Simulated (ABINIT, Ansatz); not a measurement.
# TlGa (Fm-3m): phonons by linear response, part 2 of 3

How does TlGa (Fm-3m) vibrate, and is this structure a minimum?

ABINIT 10.8.3; DFT LDA, scalar-relativistic, plane waves, HGH norm-conserving pseudopotentials.

So far. Step 2 (Relaxing the cell and atoms): The volume changes by -8.4 % from the cell with which this run began. Step 4 (Zone-centre response): The acoustic modes at Γ come out as far as 0.1 cm⁻¹ from zero, where they should vanish, a small numerical error. The relaxed cell has a = 5.562 Å (conventional setting).

The structure was built from a prototype and need not be the compound's stable phase.

## 5. Linear response on the mesh

Linear response treats each wavevector of the 4×4×4 mesh in the unit cell; the first-order potentials are kept for the electron-phonon matrix elements.

dfpt_q.abi

```
ndtset 7

# wavevectors
qpt1 0.25 0.0 0.0
qpt2 0.5 0.0 0.0
qpt3 0.25 0.25 0.0
qpt4 0.5 0.25 0.0
qpt5 -0.25 0.25 0.0
qpt6 0.5 0.5 0.0
qpt7 -0.25 0.5 0.25

# displacements
getwfk_filepath "gso_WFK"
getwfq_filepath "gso_WFK"
kptopt 3
nqpt 1
rfphon 1
rfatpol 1 2
rfdir 1 1 1
tolvrs 1.0d-10
prtwf 0
prtpot 1

# basis, mesh and filling
ecut 20.0
ixc 7
ngkpt 12 12 12
nshiftk 1
shiftk 0.0 0.0 0.0
istwfk *1
occopt 7
tsmear 0.01
nband 8
nstep 100
diemac 1000000.0
prtebands 0
prtgsr 0
useylm 1

# cell and atoms
acell 3*1.0 Angstrom
rprim 
    0.0 2.780973016 2.780973016
    2.780973016 0.0 2.780973016
    2.780973016 2.780973016 0.0
ntypat 2
znucl 81 31
natom 2
typat 1 2
xred 
    0.0 0.0 0.0
    0.5 0.5 0.5
pp_dirpath "./pseudo"
pseudos "Tl.hgh, Ga.hgh"
```

The run is started by

```
OMP_NUM_THREADS=1 mpirun -n 4 abinit dfpt_q.abi > dfpt_q.log
```

Numbers of over 12 decimals in the logs are rounded to 6 here.

dfpt_q.abo, the main output file:

```text
[banners, grids, parts of the stress and lines that vanish by symmetry left out]
- input  file    -> dfpt_q.abi
- output file    -> dfpt_q.abo
- root for input  files -> dfpt_qi
[...]
DATASET    1 : space group Fm -3 m (#225); Bravais cF (face-center cubic)
[...]
nfft =       27000          nkpt =        1728
[...]
DATASET    2 : space group Fm -3 m (#225); Bravais cF (face-center cubic)
[...]
nfft =       27000          nkpt =        1728
[...]
DATASET    3 : space group Fm -3 m (#225); Bravais cF (face-center cubic)
[...]
nfft =       27000          nkpt =        1728
[...]
DATASET    4 : space group Fm -3 m (#225); Bravais cF (face-center cubic)
[...]
nfft =       27000          nkpt =        1728
[...]
DATASET    5 : space group Fm -3 m (#225); Bravais cF (face-center cubic)
[...]
nfft =       27000          nkpt =        1728
[...]
DATASET    6 : space group Fm -3 m (#225); Bravais cF (face-center cubic)
[...]
nfft =       27000          nkpt =        1728
[...]
DATASET    7 : space group Fm -3 m (#225); Bravais cF (face-center cubic)
[...]
nfft =       27000          nkpt =        1728
[...]
== DATASET  1 ==================================================================
[...]
cutoff_energies: {ecut:  20.0, pawecutdg:  -1.0, }
[...]
Exchange-correlation functional for the present dataset will be:
  LDA: Perdew-Wang 92 LSD fit to Ceperley-Alder data - ixc=7
[...]
Perturbation : displacement of atom   1   along direction   1
[...]
-ETOT  1   2835.1133101671      2.794E+03 1.295E+01 5.105E+07
 ETOT  2   109.01903010209     -2.726E+03 2.656E+01 1.839E+06
 ETOT  3   2.923021     -1.061E+02 3.177E-01 2.150E+04
 ETOT  4   1.726823     -1.196E+00 6.157E-02 1.468E+01
 ETOT  5   1.725553     -1.270E-03 2.116E-03 1.118E-02
[...]
At SCF step   10       vres2   =  2.85E-12 < tolvrs=  1.00E-10 =>converged.
[...]
Perturbation : displacement of atom   1   along direction   2
[...]
-ETOT  1   3.151197     -2.492E+01 5.407E-01 3.715E+03
[...]
At SCF step    8       vres2   =  9.78E-12 < tolvrs=  1.00E-10 =>converged.
[...]
Perturbation : displacement of atom   2   along direction   1
[...]
-ETOT  1   2807.2855496409      2.750E+03 2.613E+01 5.074E+07
[...]
At SCF step    9       vres2   =  5.66E-11 < tolvrs=  1.00E-10 =>converged.
[...]
Perturbation : displacement of atom   2   along direction   2
[...]
-ETOT  1   5.014786     -3.923E+01 3.282E-01 7.292E+03
[...]
At SCF step    8       vres2   =  6.51E-12 < tolvrs=  1.00E-10 =>converged.
[...]
Phonon wavevector (reduced coordinates) :  0.25000  0.00000  0.00000
 Phonon energies in Hartree :
[...]
Phonon frequencies in cm-1    :
-  3.503943E+01  3.503943E+01  4.423741E+01  1.080056E+02  1.080056E+02
-  1.149462E+02
[...]
== DATASET  2 ==================================================================
[...]
cutoff_energies: {ecut:  20.0, pawecutdg:  -1.0, }
[...]
Exchange-correlation functional for the present dataset will be:
  LDA: Perdew-Wang 92 LSD fit to Ceperley-Alder data - ixc=7
[...]
- 31.00000   3.00000     10605                znucl, zion, pspdat
[...]
Perturbation : displacement of atom   1   along direction   1
[...]
-ETOT  1   30.769521462754     -3.307E+00 4.350E-01 9.847E+04
[...]
At SCF step    9       vres2   =  1.32E-11 < tolvrs=  1.00E-10 =>converged.
[...]
Perturbation : displacement of atom   1   along direction   2
[...]
-ETOT  1   31.388555414559     -4.712E+00 2.692E-01 1.028E+05
[...]
At SCF step    9       vres2   =  7.58E-13 < tolvrs=  1.00E-10 =>converged.
[...]
Perturbation : displacement of atom   2   along direction   1
[...]
-ETOT  1   32.763798452514     -1.749E+01 3.967E-01 1.077E+05
[...]
At SCF step    9       vres2   =  3.60E-11 < tolvrs=  1.00E-10 =>converged.
[...]
Perturbation : displacement of atom   2   along direction   2
[...]
-ETOT  1   39.059354399643     -1.322E+01 3.387E-01 1.299E+05
[...]
ETOT  8   1.929700     -1.572E-11 5.749E-09 1.580E-10
 ETOT  9   1.929700      7.105E-14 9.364E-11 7.211E-13
 At SCF step    9       vres2   =  7.21E-13 < tolvrs=  1.00E-10 =>converged.
[...]
Phonon wavevector (reduced coordinates) : -0.25000  0.50000  0.25000
 Phonon energies in Hartree :
[...]
Phonon frequencies in cm-1    :
- -1.541666E+01 -1.541666E+01  5.467459E+01  8.380482E+01  1.361941E+02
-  1.361941E+02
[...]
fcart7     0.0000000000E+00  0.0000000000E+00  0.0000000000E+00
       
================================================================================
```

The job ended after 39 min (4 MPI ranks of Arm Neoverse V1, shared host).

Read from the output:

| Item | Value |
| --- | --- |
| lowest mode on the q mesh (acoustic ones at the zone centre apart) | -17.4 cm⁻¹ |

Frequencies (cm⁻¹) before the sum rule at the irreducible wavevectors but Γ, which is solved apart; negative means imaginary. Frequencies by wavevector:

```
 q (fractions)  star  mode 1  mode 2  mode 3  mode 4  mode 5  mode 6
      0.25 0 0     8   35.04   35.04   44.24     108     108     115
       0.5 0 0     4   56.52   56.52   64.16   84.57   84.57   94.16
   0.25 0.25 0     6  -11.36  -11.36   48.07   93.59   124.8   124.8
    0.5 0.25 0    24   11.72   25.66   37.41   114.6   117.5   122.6
  -0.25 0.25 0    12   -17.4   49.61    50.5   86.28    91.9   133.9
     0.5 0.5 0     3   -9.32   -9.32   16.92   128.8   128.8   146.1
-0.25 0.5 0.25     6  -15.42  -15.42   54.67    83.8   136.2   136.2
```

## 6. Interpolated phonon bands

anaddb transforms the dynamical matrices to force constants and back along the path; points of the mesh come back as solved, but for the sum rule and, in polar crystals, the LO-TO term at Γ; the rest is interpolation.

anaddb.abi

```
ddb_filepath "all_DDB"
output_file "anaddb.abo"
outdata_prefix "anaddb"
ifcflag 1
ngqpt 4 4 4
nqshft 1
q1shft 0.0 0.0 0.0
asr 1
chneut 0
dipdip 0
dipquad 0
quadquad 0
enunit 0
eivec 0
nph1l 62
qph1l 
    0.0 0.0 0.0 1.0
    0.05 0.0 0.05 1.0
    0.1 0.0 0.1 1.0
    0.15 0.0 0.15 1.0
    0.2 0.0 0.2 1.0
    0.25 0.0 0.25 1.0
    0.3 0.0 0.3 1.0
    0.35 0.0 0.35 1.0
    0.4 0.0 0.4 1.0
    0.45 0.0 0.45 1.0
    0.5 0.0 0.5 1.0
    0.5125 0.025 0.5125 1.0
    0.525 0.05 0.525 1.0
    0.5375 0.075 0.5375 1.0
    0.55 0.1 0.55 1.0
    0.5625 0.125 0.5625 1.0
    0.575 0.15 0.575 1.0
    0.5875 0.175 0.5875 1.0
    0.6 0.2 0.6 1.0
    0.6125 0.225 0.6125 1.0
    0.625 0.25 0.625 1.0
    0.375 0.375 0.75 1.0
    0.3375 0.3375 0.675 1.0
    0.3 0.3 0.6 1.0
    0.2625 0.2625 0.525 1.0
    0.225 0.225 0.45 1.0
    0.1875 0.1875 0.375 1.0
    0.15 0.15 0.3 1.0
    0.1125 0.1125 0.225 1.0
    0.075 0.075 0.15 1.0
    0.0375 0.0375 0.075 1.0
    0.0 0.0 0.0 1.0
    0.05 0.05 0.05 1.0
    0.1 0.1 0.1 1.0
    0.15 0.15 0.15 1.0
    0.2 0.2 0.2 1.0
    0.25 0.25 0.25 1.0
    0.3 0.3 0.3 1.0
    0.35 0.35 0.35 1.0
    0.4 0.4 0.4 1.0
    0.45 0.45 0.45 1.0
    0.5 0.5 0.5 1.0
    0.5 0.475 0.525 1.0
    0.5 0.45 0.55 1.0
    0.5 0.425 0.575 1.0
    0.5 0.4 0.6 1.0
    0.5 0.375 0.625 1.0
    0.5 0.35 0.65 1.0
    0.5 0.325 0.675 1.0
    0.5 0.3 0.7 1.0
    0.5 0.275 0.725 1.0
    0.5 0.25 0.75 1.0
    0.5 0.225 0.725 1.0
    0.5 0.2 0.7 1.0
    0.5 0.175 0.675 1.0
    0.5 0.15 0.65 1.0
    0.5 0.125 0.625 1.0
    0.5 0.1 0.6 1.0
    0.5 0.075 0.575 1.0
    0.5 0.05 0.55 1.0
    0.5 0.025 0.525 1.0
    0.5 0.0 0.5 1.0
```

mrgddb.in

```
all_DDB
merged
8
dfpt_gammao_DDB
dfpt_qo_DS1_DDB
dfpt_qo_DS2_DDB
dfpt_qo_DS3_DDB
dfpt_qo_DS4_DDB
dfpt_qo_DS5_DDB
dfpt_qo_DS6_DDB
dfpt_qo_DS7_DDB
```

The run is started by

```
mrgddb < mrgddb.in > mrgddb.log
OMP_NUM_THREADS=1 anaddb anaddb.abi > anaddb.log
```

anaddb.abo, the main output file:

```text
[banners, grids, parts of the stress and lines that vanish by symmetry left out]
-outvars_anaddb: echo values of input variables ----------------------

 Flags :
[...]
Phonon wavevector (reduced coordinates) :  0.00000  0.00000  0.00000
 Phonon energies in Hartree :
[...]
Phonon frequencies in cm-1    :
-  0.000000E+00  0.000000E+00  0.000000E+00  1.200937E+02  1.200937E+02
-  1.200937E+02
[...]
Phonon wavevector (reduced coordinates) :  0.05000  0.00000  0.05000
 Phonon energies in Hartree :
[...]
Phonon frequencies in cm-1    :
- -6.414613E+00 -6.414613E+00  1.862166E+01  1.175529E+02  1.207510E+02
-  1.207510E+02
[...]
Phonon wavevector (reduced coordinates) :  0.10000  0.00000  0.10000
 Phonon energies in Hartree :
[...]
Phonon frequencies in cm-1    :
- -1.199887E+01 -1.199887E+01  3.582476E+01  1.100274E+02  1.222300E+02
-  1.222300E+02
[...]
Phonon wavevector (reduced coordinates) :  0.15000  0.00000  0.15000
 Phonon energies in Hartree :
[...]
Phonon frequencies in cm-1    :
- -1.561878E+01 -1.561878E+01  5.036381E+01  9.847069E+01  1.235868E+02
-  1.235868E+02
[...]
Phonon wavevector (reduced coordinates) :  0.20000  0.00000  0.20000
 Phonon energies in Hartree :
[...]
Phonon frequencies in cm-1    :
- -1.590133E+01 -1.590133E+01  5.795618E+01  8.856659E+01  1.243557E+02
-  1.243557E+02
  Phonon wavevector (reduced coordinates) :  0.25000  0.00000  0.25000
 Phonon energies in Hartree :
[...]
Phonon frequencies in cm-1    :
- -1.135807E+01 -1.135807E+01  4.806617E+01  9.359513E+01  1.248317E+02
-  1.248317E+02
  Phonon wavevector (reduced coordinates) :  0.30000  0.00000  0.30000
 Phonon energies in Hartree :
[...]
Phonon frequencies in cm-1    :
-  7.685587E+00  7.685587E+00  2.993153E+01  1.072068E+02  1.255465E+02
-  1.255465E+02
  Phonon wavevector (reduced coordinates) :  0.35000  0.00000  0.35000
 Phonon energies in Hartree :
[...]
Phonon frequencies in cm-1    :
-  1.306692E+01  1.306692E+01  1.347825E+01  1.218740E+02  1.266262E+02
-  1.266262E+02
  Phonon wavevector (reduced coordinates) :  0.40000  0.00000  0.40000
 Phonon energies in Hartree :
[...]
Phonon frequencies in cm-1    :
-  8.450261E+00  1.114418E+01  1.114418E+01  1.277361E+02  1.277361E+02
-  1.345467E+02
  Phonon wavevector (reduced coordinates) :  0.45000  0.00000  0.45000
 Phonon energies in Hartree :
[...]
Phonon frequencies in cm-1    :
- -3.689497E+00 -3.689497E+00  1.432755E+01  1.284998E+02  1.284998E+02
-  1.430657E+02
  Phonon wavevector (reduced coordinates) :  0.50000  0.00000  0.50000
 Phonon energies in Hartree :
[...]
Phonon frequencies in cm-1    :
- -9.316272E+00 -9.316272E+00  1.691467E+01  1.287607E+02  1.287607E+02
-  1.460598E+02
  Phonon wavevector (reduced coordinates) :  0.51250  0.02500  0.51250
 Phonon energies in Hartree :
[...]
Phonon frequencies in cm-1    :
- -9.280381E+00 -8.406510E+00  1.683510E+01  1.286394E+02  1.286865E+02
-  1.459381E+02
  Phonon wavevector (reduced coordinates) :  0.52500  0.05000  0.52500
 Phonon energies in Hartree :
[...]
Phonon frequencies in cm-1    :
- -9.159100E+00 -4.870122E+00  1.659675E+01  1.282745E+02  1.284611E+02
-  1.455788E+02
  Phonon wavevector (reduced coordinates) :  0.53750  0.07500  0.53750
 Phonon energies in Hartree :
[...]
Phonon frequencies in cm-1    :
- -8.909539E+00  7.069661E+00  1.620046E+01  1.276635E+02  1.280760E+02
-  1.449990E+02
[...]
Phonon wavevector (reduced coordinates) :  0.50000  0.47500  0.52500
 Phonon energies in Hartree :
[...]
Phonon frequencies in cm-1    :
-  5.335149E+01  5.478815E+01  6.192023E+01  8.564313E+01  8.824229E+01
-  9.604471E+01
  Phonon wavevector (reduced coordinates) :  0.50000  0.45000  0.55000
 Phonon energies in Hartree :
[...]
Phonon frequencies in cm-1    :
-  4.595283E+01  4.826731E+01  6.019657E+01  8.708915E+01  9.556004E+01
-  1.012632E+02
  Phonon wavevector (reduced coordinates) :  0.50000  0.42500  0.57500
 Phonon energies in Hartree :
[...]
Phonon frequencies in cm-1    :
-  3.685758E+01  3.928718E+01  5.967342E+01  8.793385E+01  1.034817E+02
-  1.080398E+02
  Phonon wavevector (reduced coordinates) :  0.50000  0.40000  0.60000
 Phonon energies in Hartree :
[...]
Phonon frequencies in cm-1    :
-  2.715137E+01  2.977244E+01  5.924327E+01  8.824331E+01  1.111152E+02
-  1.149021E+02
  Phonon wavevector (reduced coordinates) :  0.50000  0.37500  0.62500
 Phonon energies in Hartree :
[...]
Phonon frequencies in cm-1    :
-  1.698149E+01  2.014098E+01  5.861288E+01  8.801441E+01  1.181064E+02
-  1.211585E+02
  Phonon wavevector (reduced coordinates) :  0.50000  0.35000  0.65000
 Phonon energies in Hartree :
[...]
Phonon frequencies in cm-1    :
-  1.910316E+00  9.491728E+00  5.773299E+01  8.727494E+01  1.242261E+02
-  1.264808E+02
[...]
Phonon wavevector (reduced coordinates) :  0.50000  0.02500  0.52500
 Phonon energies in Hartree :
[...]
Phonon frequencies in cm-1    :
- -9.190938E+00 -7.448702E+00  1.675124E+01  1.280881E+02  1.290389E+02
-  1.458175E+02
  Phonon wavevector (reduced coordinates) :  0.50000  0.00000  0.50000
 Phonon energies in Hartree :
[...]
Phonon frequencies in cm-1    :
- -9.316272E+00 -9.316272E+00  1.691467E+01  1.287607E+02  1.287607E+02
-  1.460598E+02
-
```

The job ended after 0.54 s (1 thread).

Read from the output:

- lowest frequency on the path: -20.35 cm⁻¹

Anaddb. The phonon branches at the labelled points (cm⁻¹):

```
    point  branch 1  branch 2  branch 3  branch 4  branch 5  branch 6
        Γ         0         0         0       120       120       120
  halfway       -11       -11        48        94       125       125
        X        -9        -9        17       129       129       146
  halfway        -8        15        16       126       127       143
        U         8        13        27       116       120       138
jump to K         8        13        27       116       120       138
  halfway       -20        52        58        89        92       132
        Γ         0         0         0       120       120       120
  halfway        35        35        44       108       108       115
        L        56        56        64        85        85        94
  halfway        17        20        59        88       118       121
        W       -15       -15        55        84       136       136
  halfway       -10        10        27       113       133       141
        X        -9        -9        17       129       129       146
```

The phonon branches as a text plot (rows in cm⁻¹):

```
    143 |           *****                                    ****
    136 |         **     *******                         *****
    129 |       ********        ****                   **     ***
    122 |******* *      ***         *******           **
    115 | *               **        *    ****        **       *
    108 |  *    *          *      **        ***     **       *
    101 |   *               *    *           * *   **       *
     94 |      *             ** *             ******
     87 |    **              ****               ************
     80 |
     73 |
     66 |                                       **
     59 |    **                **             ** ********
     52 |   *                  ***           * ** *      ***
     46 |      *             **  *          * *    *
     39 |  *                *     **       * *      *       *
     32 |       *          *      **       **        *       *
     25 |               ****        *     *          *
     18 | *          ***                 *            *       ***
     11 |       *****   ***          *  *              *      *
      4 |                               *              *     * *
     -3 |**         * * *  *          **
    -10 |  *   *     ***    *       **                  *   *****
    -17 |   ***              *******                     ****
         Γ           X  U|K            Γ         L        W     X
```

The path dips to 20i cm⁻¹.

[end of part 2 of 3]

[Host names and launcher messages were left out of these logs when they were recorded.]

[Logs are printed without paths, hosts, clocks, repeated set-up lines and the standing remarks that a program may print on its own settings, such as how far it seeks lower states.]

[Hosts, paths, dates, database ids (printed as entryN), source tags and the programs' standing remarks are cut or masked in the printed files.]
